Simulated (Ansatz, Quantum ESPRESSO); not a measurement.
# TaBi (Pm-3m): phonons by linear response

How does TaBi (Pm-3m) vibrate, and is this structure a minimum?

Method: DFT LDA, scalar-relativistic, plane waves, PseudoDojo norm-conserving pseudopotentials, in Quantum ESPRESSO 7.5.

This is a report of a sequence of runs, with most program output left out.

The structure was built from a prototype and need not be the compound's stable phase.

## Step 1: Set-up

It takes space group Pm-3m (No. 221, cubic). The conventional cell has a = 3.597 Å, b = 3.597 Å, c = 3.597 Å, α = 90.00°, β = 90.00°, γ = 90.00°. Bi has 8 Ta at 3.12 Å nearest. Ta has 8 Bi at 3.12 Å nearest. Farther neighbours are not listed.

## Step 2: A first look

A cheap run with smearing and empty bands tells whether the crystal has a gap, which decides between fixed occupations and smearing later on.

probe.in reads:

```
&CONTROL
  calculation = 'scf'
  prefix      = 'x'
  outdir      = './tmp'
  pseudo_dir  = './pseudo'
  tprnfor     = .true.
  tstress     = .true.
  verbosity   = 'high'
/
&SYSTEM
  ibrav       = 0
  nat         = 2
  ntyp        = 2
  ecutwfc     = 70.0
  occupations = 'smearing'
  smearing    = 'gaussian'
  degauss     = 0.01
/
&ELECTRONS
  conv_thr         = 1.0d-07
  mixing_beta      = 0.7
  electron_maxstep = 100
/
ATOMIC_SPECIES
 Bi    208.9804  Bi.upf
 Ta    180.9479  Ta.upf
CELL_PARAMETERS angstrom
     3.597271600    0.000000000    0.000000000
     0.000000000    3.597271600    0.000000000
     0.000000000    0.000000000    3.597271600
ATOMIC_POSITIONS crystal
 Bi     0.000000000   0.000000000   0.000000000
 Ta     0.500000000   0.500000000   0.500000000
K_POINTS automatic
 6 6 6 0 0 0
```

Command:

```
OMP_NUM_THREADS=1 mpirun -n 4 pw.x -nk 4 -in probe.in > probe.out
```

Wall time 4.3 s (4 MPI ranks of Intel Xeon Platinum 8375C at 2.90GHz (Ice Lake), shared host).

Read from the output:

```
volume per atom   : 23.28 Å³
pressure          : -13.70 GPa
gap on the k-mesh : 0 eV
```

No gap opens on this mesh, so smearing is kept; the start stands at -14 GPa.

## Step 3: Relaxing the cell and atoms

The relaxation runs at a cutoff a fifth above that of the response, since stress converges more slowly with the basis than frequencies do. Forces and stress are brought to rest with tight thresholds.

relax.in reads:

```
&CONTROL
  calculation   = 'vc-relax'
  prefix        = 'x'
  outdir        = './tmp'
  pseudo_dir    = './pseudo'
  tprnfor       = .true.
  tstress       = .true.
  forc_conv_thr = 2.0d-05
  etot_conv_thr = 1.0d-07
  nstep         = 40
/
&SYSTEM
  ibrav       = 0
  nat         = 2
  ntyp        = 2
  ecutwfc     = 84
  occupations = 'smearing'
  smearing    = 'mv'
  degauss     = 0.02
/
&ELECTRONS
  conv_thr         = 1.0d-11
  mixing_beta      = 0.7
  electron_maxstep = 100
/
&IONS
/
&CELL
  press_conv_thr = 0.2
/
ATOMIC_SPECIES
 Bi    208.9804  Bi.upf
 Ta    180.9479  Ta.upf
CELL_PARAMETERS angstrom
     3.597271600    0.000000000    0.000000000
     0.000000000    3.597271600    0.000000000
     0.000000000    0.000000000    3.597271600
ATOMIC_POSITIONS crystal
 Bi     0.000000000   0.000000000   0.000000000
 Ta     0.500000000   0.500000000   0.500000000
K_POINTS automatic
 10 10 10 0 0 0
```

Command:

```
OMP_NUM_THREADS=1 mpirun -n 4 pw.x -nk 4 -in relax.in > relax.out
```

Wall time 76 s (4 MPI ranks); 5 min of CPU time.

The steps of the relaxation:

| step | energy less that of the first step (eV) | largest force (eV/Å) | pressure (GPa) | volume (Å³) |
| --- | --- | --- | --- | --- |
| 1 | 0.0000 | 0.0000 | -14.07 | 46.55 |
| 2 | -0.2245 | 0.0000 | -7.49 | 43.29 |
| 3 | -0.2806 | 0.0000 | 2.61 | 40.09 |
| 4 | -0.2862 | 0.0000 | -0.28 | 40.87 |
| 5 | -0.2862 | 0.0000 | -0.01 | 40.80 |
| 6 | -0.2862 | 0.0000 | 0.00 | 40.80 |
| 7 | -0.2861 | 0.0000 | 0.00 | 40.80 |

| conventional cell, symmetrised | before | after | change |
| --- | --- | --- | --- |
| a (Å) | 3.597 | 3.442 | -4.3 % |
| b (Å) | 3.597 | 3.442 | -4.3 % |
| c (Å) | 3.597 | 3.442 | -4.3 % |
| volume (Å³/atom) | 23.28 | 20.40 | -12.4 % |

Final coordinates:

```xyz
2
Lattice="3.4425 0.0000 0.0000 0.0000 3.4425 0.0000 0.0000 0.0000 3.4425" Properties=species:S:1:pos:R:3 pbc="T T T"
Bi    0.0000    0.0000    0.0000
Ta    1.7212    1.7212    1.7212
```

The last row of the table of steps is pw.x's closing run on a basis chosen anew for the final cell, so its energy can jump.

Numbers from this step:

- volume per atom: 20.40 Å³
- pressure: 0 GPa

The volume changes by -12.4 % from the cell with which this run began.

## Step 4: Ground state

Perturbation theory inherits every error of the wavefunctions, so the threshold is set near the limit of the arithmetic. Smearing stays on, as the first look found no gap above 0.3 eV.

scf.in reads:

```
&CONTROL
  calculation = 'scf'
  prefix      = 'x'
  outdir      = './tmp'
  pseudo_dir  = './pseudo'
  tprnfor     = .true.
  tstress     = .true.
/
&SYSTEM
  ibrav       = 0
  nat         = 2
  ntyp        = 2
  ecutwfc     = 70.0
  occupations = 'smearing'
  smearing    = 'mv'
  degauss     = 0.02
/
&ELECTRONS
  conv_thr         = 1.0d-12
  mixing_beta      = 0.7
  electron_maxstep = 100
/
ATOMIC_SPECIES
 Bi    208.9804  Bi.upf
 Ta    180.9479  Ta.upf
CELL_PARAMETERS angstrom
     3.442464030    0.000000000    0.000000000
     0.000000000    3.442464030    0.000000000
     0.000000000    0.000000000    3.442464030
ATOMIC_POSITIONS crystal
 Bi     0.000000000   0.000000000   0.000000000
 Ta     0.500000000   0.500000000   0.500000000
K_POINTS automatic
 10 10 10 0 0 0
```

Command:

```
OMP_NUM_THREADS=1 mpirun -n 4 pw.x -nk 4 -in scf.in > scf.out
```

It took 8.4 s on 4 MPI ranks; 33 s of CPU time.

This step gave:

- pressure: -0.009 GPa

The cell stands at -0.009 GPa, close enough for phonons.

## Step 5: Linear response on the mesh

Linear response treats each wavevector in the unit cell, with no supercell; the 2×2×2 mesh fixes the range of the force constants to be had.

ph.in reads:

```
phonons
&INPUTPH
  prefix       = 'x'
  outdir       = './tmp'
  fildyn       = 'x.dyn'
  tr2_ph       = 1.0d-18
  alpha_mix(1) = 0.4
  nmix_ph      = 8
  ldisp        = .true.
  nq1          = 2
  nq2          = 2
  nq3          = 2
/
```

Command:

```
OMP_NUM_THREADS=1 mpirun -n 4 ph.x -nk 4 -in ph.in > ph.out
```

The job ended after 12 min (4 MPI ranks; 48 min of CPU time).

This step gave:

```
largest acoustic frequency at the zone centre before the sum rule  : -1.04 cm⁻¹
highest optical zone-centre mode (no LO-TO term)                   : 135.2 cm⁻¹
lowest optical zone-centre mode                                    : 135.2 cm⁻¹
lowest mode on the q mesh (acoustic ones at the zone centre apart) : 46.18 cm⁻¹
```

Frequencies (cm⁻¹) at each irreducible wavevector; negative means imaginary. Frequencies by wavevector:

| q (fractions) | star | mode 1 | mode 2 | mode 3 | mode 4 | mode 5 | mode 6 |
| --- | --- | --- | --- | --- | --- | --- | --- |
| 0 0 0 | 1 | -1.04 | -1.04 | -1.04 | 135.2 | 135.2 | 135.2 |
| 0 0 -0.5 | 3 | 90.52 | 90.52 | 94.23 | 98.2 | 98.2 | 135.2 |
| 0 -0.5 -0.5 | 3 | 46.18 | 46.18 | 88.26 | 127.2 | 138.2 | 138.2 |
| -0.5 -0.5 -0.5 | 1 | 47.13 | 47.13 | 47.13 | 136.9 | 136.9 | 136.9 |

The acoustic modes at Γ come out as far as 1.0 cm⁻¹ from zero, where they should vanish, a small numerical error.

## Step 6: Fourier transform to real space

The dynamical matrices of the mesh are Fourier-transformed to force constants in real space.

q2r.in reads:

```
&INPUT
  fildyn = 'x.dyn'
  zasr   = 'simple'
  flfrc  = 'x.fc'
/
```

Command:

```
q2r.x < q2r.in > q2r.out
```

Wall time 0.61 s (1 thread).

## Step 7: Dispersion

From the force constants any wavevector is cheap; points of the mesh come back as solved, but for the sum rule and, in polar crystals, the LO-TO term at Γ; the rest is interpolation.

matdyn.in reads:

```
&INPUT
  asr              = 'simple'
  flfrc            = 'x.fc'
  flfrq            = 'x.freq'
  flvec            = 'x.modes'
  q_in_band_form   = .true.
  q_in_cryst_coord = .true.
/
8
  0.0000000   0.0000000   0.0000000  12  ! GAMMA
  0.0000000   0.5000000   0.0000000  12  ! X
  0.5000000   0.5000000   0.0000000  12  ! M
  0.0000000   0.0000000   0.0000000  12  ! GAMMA
  0.5000000   0.5000000   0.5000000  12  ! R
  0.0000000   0.5000000   0.0000000   1  ! X
  0.5000000   0.5000000   0.5000000  12  ! R
  0.5000000   0.5000000   0.0000000   1  ! M
```

Command:

```
matdyn.x -in matdyn.in > matdyn.out
```

Wall time 0.58 s (1 thread).

Numbers from this step:

```
lowest frequency on the path      : 0 cm⁻¹
mean frequency                    : 97.7 cm⁻¹
Debye temperature (second moment) : 191 K
logarithmic mean frequency        : 91.8 cm⁻¹
```

Matdyn.x, sum rule simple. The phonon branches at the labelled points (cm⁻¹):

| point | branch 1 | branch 2 | branch 3 | branch 4 | branch 5 | branch 6 |
| --- | --- | --- | --- | --- | --- | --- |
| Γ | 0 | 0 | 0 | 135 | 135 | 135 |
| halfway | 51 | 51 | 68 | 124 | 124 | 135 |
| X | 90 | 90 | 94 | 98 | 98 | 135 |
| halfway | 66 | 70 | 93 | 110 | 125 | 138 |
| M | 46 | 46 | 88 | 127 | 138 | 138 |
| halfway | 46 | 72 | 90 | 114 | 120 | 138 |
| Γ | 0 | 0 | 0 | 135 | 135 | 135 |
| halfway | 66 | 66 | 87 | 116 | 129 | 129 |
| R | 47 | 47 | 47 | 137 | 137 | 137 |
| halfway | 56 | 76 | 90 | 113 | 125 | 138 |
| X | 90 | 90 | 94 | 98 | 98 | 135 |
| jump to R | 47 | 47 | 47 | 137 | 137 | 137 |
| halfway | 49 | 49 | 96 | 115 | 137 | 137 |
| M | 46 | 46 | 88 | 127 | 138 | 138 |

Lowest modes at the softest wavevector of the mesh; phase exp(i q.(R + tau)). The modes at q = (0.000, 0.500, 0.500) (shares of kinetic energy by element, %):

| mode | frequency (cm⁻¹) | Bi % | Ta % |
| --- | --- | --- | --- |
| 1 | 46.2 | 24 | 76 |
| 2 | 46.2 | 24 | 76 |
| 3 | 88.3 | 100 | 0 |
| 4 | 127.2 | 0 | 100 |
| 5 | 138.2 | 76 | 24 |
| 6 | 138.2 | 76 | 24 |

Displacements in mode 1 (46.2 cm⁻¹), the largest set to 1, in the home cell:
```
Bi1  0.00 -0.52  0.00
Ta2  0.00  0.00 -1.00
```

Displacements in mode 6 (138.2 cm⁻¹), the largest set to 1, in the home cell:
```
Bi1  0.00  0.00  1.00
Ta2  0.00 -0.60  0.00
```

Force constants by pair (phonopy on the run's constants); pairs near half the supercell's span include their periodic images. Pair force constants, by row:

| atom | neighbour | distance (Å) | third of the trace (eV/Å²) | along the pair's line (eV/Å²) |
| --- | --- | --- | --- | --- |
| Bi1 | itself | 0 | 9.863 | – |
| Bi1 | Ta | 2.981 | -0.8148 | -2.108 |
| Bi1 | Bi | 3.442 | -0.9943 | -3.031 |
| Bi1 | Bi | 4.868 | 0.198 | 0.1088 |
| Bi1 | Bi | 5.963 | -0.9553 | -0.9553 |
| Ta2 | itself | 0 | 5.476 | – |
| Ta2 | Bi | 2.981 | -0.8148 | -2.108 |
| Ta2 | Ta | 3.442 | 0.5388 | 1.573 |
| Ta2 | Ta | 4.868 | -0.4927 | -1.085 |
| Ta2 | Ta | 5.963 | 0.9037 | 0.9037 |

Harmonic mean-square displacement, third of the trace. Mean-square displacements:

| T (K) | Bi1 U_eq (Å²) | Ta2 U_eq (Å²) |
| --- | --- | --- |
| 0 | 8.30e-4 | 0.00123 |
| 100 | 0.00167 | 0.00284 |
| 300 | 0.00452 | 0.00795 |
| 600 | 0.00894 | 0.01579 |

Mode patterns, pair constants, displacements and means over the zone were worked out by phonopy from the force constants of q2r.x.

All branches are real along the path.

## Step 8: Density of states

Sums over the zone need many more wavevectors than were solved, so the interpolation is sampled on a dense mesh.

matdyn.in reads:

```
&INPUT
  asr    = 'simple'
  flfrc  = 'x.fc'
  dos    = .true.
  fldos  = 'x.dos'
  nk1    = 13
  nk2    = 13
  nk3    = 13
  deltaE = 0.3
/
```

Command:

```
matdyn.x -in matdyn.in > matdyn.out
```

Run time: 3.2 s. Hardware: 1 thread.

This step gave:

```
share of modes beyond 3i cm⁻¹ on the dense interpolated mesh : 0
zero-point energy per atom                                   : 18.13 meV
heat capacity at 300 K                                       : 24.45 J/(mol atoms K)
vibrational entropy at 300 K                                 : 45.68 J/(mol atoms K)
```

The phonon density of states has structure finer than the step of the table below, so its rows give means over 5 cm⁻¹, whole bins alone (the curve runs from 0 to 139 cm⁻¹). Peaks (cm⁻¹: height): total 50.4: 0.0946, 90.9: 0.129, 113.4: 0.126, 137.7: 0.354; Bi 112.5: 0.0792, 137.7: 0.276; Ta 50.4: 0.0746, 90.9: 0.0923, 113.4: 0.0478, 137.7: 0.0786.

Tetrahedra. Phonon density of states against wavenumber; means over each step; values in 1/cm⁻¹/cell:

| wavenumber (cm⁻¹) | total | Bi | Ta |
| --- | --- | --- | --- |
| 5 | 5.5e-5 | 2.7e-5 | 2.7e-5 |
| 10 | 2.0e-4 | 1.0e-4 | 9.2e-5 |
| 15 | 5.5e-4 | 2.9e-4 | 2.6e-4 |
| 20 | 0.00150 | 7.8e-4 | 7.2e-4 |
| 25 | 0.00237 | 0.00122 | 0.00115 |
| 30 | 0.00381 | 0.00193 | 0.00188 |
| 35 | 0.00581 | 0.00286 | 0.00295 |
| 40 | 0.00825 | 0.00392 | 0.00433 |
| 45 | 0.0150 | 0.00636 | 0.00869 |
| 50 | 0.0671 | 0.0168 | 0.0503 |
| 55 | 0.0741 | 0.0194 | 0.0547 |
| 60 | 0.0631 | 0.0171 | 0.0460 |
| 65 | 0.0435 | 0.0123 | 0.0312 |
| 70 | 0.0447 | 0.0127 | 0.0320 |
| 75 | 0.0485 | 0.0141 | 0.0344 |
| 80 | 0.0442 | 0.0116 | 0.0327 |
| 85 | 0.0344 | 0.00678 | 0.0276 |
| 90 | 0.0904 | 0.0287 | 0.0617 |
| 95 | 0.0392 | 0.0213 | 0.0178 |
| 100 | 0.0151 | 0.00983 | 0.00526 |
| 105 | 0.0172 | 0.00989 | 0.00727 |
| 110 | 0.0569 | 0.0334 | 0.0235 |
| 115 | 0.0945 | 0.0573 | 0.0372 |
| 120 | 0.0702 | 0.0429 | 0.0274 |
| 125 | 0.0689 | 0.0468 | 0.0222 |
| 130 | 0.0559 | 0.0414 | 0.0145 |
| 135 | 0.176 | 0.134 | 0.0415 |

Harmonic thermodynamic functions per atom, summed over the density of states scaled to three modes an atom; melting is ignored. Thermodynamic functions:

| T (K) | F_vib (meV/atom) | S (J/mol-atom/K) | C_V (J/mol-atom/K) |
| --- | --- | --- | --- |
| 0 | 18.13 | 0 | 0 |
| 50 | 16.84 | 7.834 | 13.66 |
| 100 | 9.45 | 20.14 | 21 |
| 200 | -20.35 | 35.87 | 23.86 |
| 300 | -62.93 | 45.68 | 24.45 |
| 400 | -114.1 | 52.75 | 24.66 |
| 500 | -171.8 | 58.27 | 24.76 |
| 600 | -234.6 | 62.79 | 24.82 |
| 700 | -301.6 | 66.61 | 24.85 |
| 800 | -372.4 | 69.93 | 24.87 |
| 900 | -446.5 | 72.86 | 24.89 |
| 1000 | -523.4 | 75.49 | 24.9 |

At 300 K the heat capacity has reached 98 % of the Dulong-Petit value.

## Step 9: Modes with the sum rule

A rigid shift of the crystal must cost nothing, but grids and finite bases break this; the acoustic sum rule is imposed before the matrix is diagonalised again.

dynmat.in reads:

```
&INPUT
  fildyn = 'x.dyn1'
  asr    = 'simple'
  fileig = 'dynmat.eig'
/
```

Command:

```
dynmat.x -in dynmat.in > dynmat.out
```

It took 0.58 s on 1 thread.

Unit eigenvectors of the mass-weighted matrix after the sum rule; no LO-TO term. Modes at Γ, with each element's share of the kinetic energy:

| mode | frequency (cm⁻¹) | symmetry | Bi % | Ta % |
| --- | --- | --- | --- | --- |
| 1 | 0.0 | acoustic | 54 | 46 |
| 2 | 0.0 | acoustic | 54 | 46 |
| 3 | 0.0 | acoustic | 54 | 46 |
| 4 | 135.2 | T1u | 46 | 54 |
| 5 | 135.2 | T1u | 46 | 54 |
| 6 | 135.2 | T1u | 46 | 54 |

Displacements in mode 5 (135.2 cm⁻¹), the largest set to 1:
```
Bi1  0.00  0.00 -0.87
Ta2  0.00  0.00  1.00
```

The rule moves no optical mode by more than 0.1 cm⁻¹.

## Step 10: Sum rules set otherwise: a sum rule for molecules or wires on a crystal

This rule also removes rotations, which suits molecules and not a crystal; it is tried to see the harm.

dynmat.in reads:

```
&INPUT
  fildyn = 'x.dyn1'
  asr    = 'zero-dim'
  fileig = 'dynmat.eig'
/
```

Command:

```
dynmat.x -in dynmat.in > dynmat.out
```

Elapsed: 0.58 s, on 1 thread.

The run ended normally, but on settings that are not sound.

The fault: a sum rule for molecules or wires on a crystal; 2 optical modes are projected out to zero frequency, as if they were rotations.

For a crystal the rule has to be 'simple' or 'crystal'.

Zone-centre frequencies as printed; negative means imaginary. Modes:

| mode | frequency (cm⁻¹) |
| --- | --- |
| 1 | 0 |
| 2 | 0 |
| 3 | 0 |
| 4 | 0 |
| 5 | 0 |
| 6 | 135.2 |

## Step 11: Sum rules set otherwise (asr no)

Without the rule the raw error of the acoustic modes shows.

dynmat.in reads:

```
&INPUT
  fildyn = 'x.dyn1'
  asr    = 'no'
  fileig = 'dynmat.eig'
/
```

Command:

```
dynmat.x -in dynmat.in > dynmat.out
```

Run time: 0.58 s. Hardware: 1 thread.

Zone-centre frequencies as printed; negative means imaginary. Modes:

| mode | frequency (cm⁻¹) |
| --- | --- |
| 1 | -1.04 |
| 2 | -1.04 |
| 3 | -1.04 |
| 4 | 135.2 |
| 5 | 135.2 |
| 6 | 135.2 |

Against the first rule no mode moves by more than 1.1 cm⁻¹.

## Step 12: The dispersion under another sum rule (asr crystal)

The sum rule corrects the force constants themselves, so it can shift branches at any wavevector, low ones most.

matdyn.in reads:

```
&INPUT
  asr              = 'crystal'
  flfrc            = 'x.fc'
  flfrq            = 'x.freq'
  flvec            = 'x.modes'
  q_in_band_form   = .true.
  q_in_cryst_coord = .true.
/
8
  0.0000000   0.0000000   0.0000000   8  ! GAMMA
  0.0000000   0.5000000   0.0000000   8  ! X
  0.5000000   0.5000000   0.0000000   8  ! M
  0.0000000   0.0000000   0.0000000   8  ! GAMMA
  0.5000000   0.5000000   0.5000000   8  ! R
  0.0000000   0.5000000   0.0000000   1  ! X
  0.5000000   0.5000000   0.5000000   8  ! R
  0.5000000   0.5000000   0.0000000   1  ! M
```

Command:

```
matdyn.x -in matdyn.in > matdyn.out
```

Elapsed: 0.59 s, on 1 thread.

At the labelled points the branches move by no more than 0.2 cm⁻¹.

## Step 13: The same in Ansatz

The same cell goes through another code, with its own cutoff. It uses its own PAW datasets, so the potentials differ. Its k mesh is centred on Γ.

This step: DFT LDA, scalar-relativistic, plane waves, PAW (Ansatz 0.2.0).

input.yaml reads:

```yaml
crystal:
  lattice:
    - [3.44246403, 0.0, 0.0]
    - [0.0, 3.44246403, 0.0]
    - [0.0, 0.0, 3.44246403]
  atoms:
    - { symbol: Bi, position: [0.0, 0.0, 0.0] }
    - { symbol: Ta, position: [0.5, 0.5, 0.5] }
kpoints:
  mp_grid: { grid: [10, 10, 10] }
hamiltonian:
  xc: lda
scf:
  occupations: { method: cold, width: 0.27211 }
output:
  eigenvalues: true
phonons:
  method: dfpt
  qmesh: [2, 2, 2]
  temperatures: { t_max: 1000, t_step: 50 }
  qpath:
    path:
      - [[0.0, 0.0, 0.0], [0.0, 0.5, 0.0], [0.5, 0.5, 0.0], [0.0, 0.0, 0.0], [0.5, 0.5, 0.5], [0.0, 0.5, 0.0]]
      - [[0.5, 0.5, 0.5], [0.5, 0.5, 0.0]]
    npoints: 12
```

Command:

```
ansatz run input.yaml --threads 4 --pin off --max-ram 8192MiB --backend cpu --events-out ev --progress --plain --runs-dir out
```

Run time: 24 s. Hardware: 4 threads; peak memory 0.83 GiB; 88 s of CPU time.

Numbers from this step:

| Item | Value |
| --- | --- |
| sum-rule residual before enforcement | 2.12e-5 eV/Å² |
| mean frequency | 98.2 cm⁻¹ |
| logarithmic mean frequency | 92.4 cm⁻¹ |
| highest optical zone-centre mode (no LO-TO term) | 136.0 cm⁻¹ |
| lowest optical zone-centre mode | 136.0 cm⁻¹ |
| lowest mode on the q mesh (acoustic ones at the zone centre apart) | 47.79 cm⁻¹ |
| zero-point energy per atom | 18.26 meV |
| heat capacity at 300 K | 24.44 J/(mol atoms K) |
| vibrational entropy at 300 K | 45.49 J/(mol atoms K) |

## Step 14: Side by side: QE PseudoDojo and Ansatz, PAW

Numbers from this step:

- root-mean-square difference: 0.89 cm⁻¹
- largest difference: 1.61 cm⁻¹
- root-mean-square difference on the path: 0.7 cm⁻¹
- largest difference on the path: 1.6 cm⁻¹

The 12 of 21 modes that differ most. Frequencies side by side:

| q (reciprocal lattice) | mode | QE PseudoDojo (cm⁻¹) | Ansatz, PAW (cm⁻¹) |
| --- | --- | --- | --- |
| 0 0 0 | 4 | 135.2 | 136 |
| 0 0 0 | 5 | 135.2 | 136 |
| 0 0 0 | 6 | 135.2 | 136 |
| 0 0 -0.5 | 3 | 94.23 | 94.92 |
| 0 0 -0.5 | 4 | 98.2 | 98.75 |
| 0 -0.5 -0.5 | 1 | 46.18 | 47.79 |
| 0 -0.5 -0.5 | 2 | 46.18 | 47.79 |
| 0 -0.5 -0.5 | 3 | 88.26 | 89.14 |
| 0 -0.5 -0.5 | 4 | 127.2 | 127.8 |
| -0.5 -0.5 -0.5 | 1 | 47.13 | 48.65 |
| -0.5 -0.5 -0.5 | 2 | 47.13 | 48.65 |
| -0.5 -0.5 -0.5 | 3 | 47.13 | 48.65 |

At the solved wavevectors the largest difference (acoustic modes at Γ apart) is 1 % of the highest mode, but 3 % of the mode at 46 cm⁻¹ on which it sits.

## Step 15: Outcome

| Property | Result |
| --- | --- |
| space group after relaxation | Pm-3m |
| volume per atom | 20.4 Å³ |
| highest optical zone-centre mode (no LO-TO term) | 135.2 cm⁻¹ |
| q mesh | 2×2×2 |
| lowest mode on the q mesh (acoustic ones at the zone centre apart) | 46.2 cm⁻¹ |
| zero-point energy per atom | 18.1 meV |
| heat capacity at 300 K | 24.4 J/(mol atoms K) |
| vibrational entropy at 300 K | 45.7 J/(mol atoms K) |
| imaginary modes on the q mesh | none |
| largest difference from Ansatz, PAW | 1.61 cm⁻¹ |

In words: TaBi (Pm-3m) is dynamically stable on the 2×2×2 mesh; its spectrum reaches 139 cm⁻¹. At the LDA level the optical modes of TaBi (Pm-3m) at the zone centre lie at 135 cm⁻¹. QE PseudoDojo and Ansatz, PAW differ by 0.9 cm⁻¹ in the root mean square and by 1.6 cm⁻¹ at most, 1.2 % of the highest mode compared (acoustic modes at Γ left out; ph.x's values are those before the sum rule); the two use different potentials, and the cell was not relaxed for the second set. These are harmonic frequencies at zero temperature: anharmonic shifts and linewidths and thermal expansion are left out. Spin-orbit coupling is left out, which can matter for the heavy elements here. In a metal the frequencies hang on the k mesh and the smearing, most of all near Kohn anomalies. The q mesh stands for a supercell only 6.9 Å across, so branches between the solved wavevectors are rough. The structure is a hypothetical one, built on a prototype.

[Host names and launcher messages were left out of these logs when they were recorded.]

[Logs are printed without paths, hosts, clocks, repeated set-up lines and the standing remarks that a program may print on its own settings, such as how far it seeks lower states.]

[Hosts, paths, dates, database ids (printed as entryN), source tags and the programs' standing remarks are cut or masked in the printed files.]
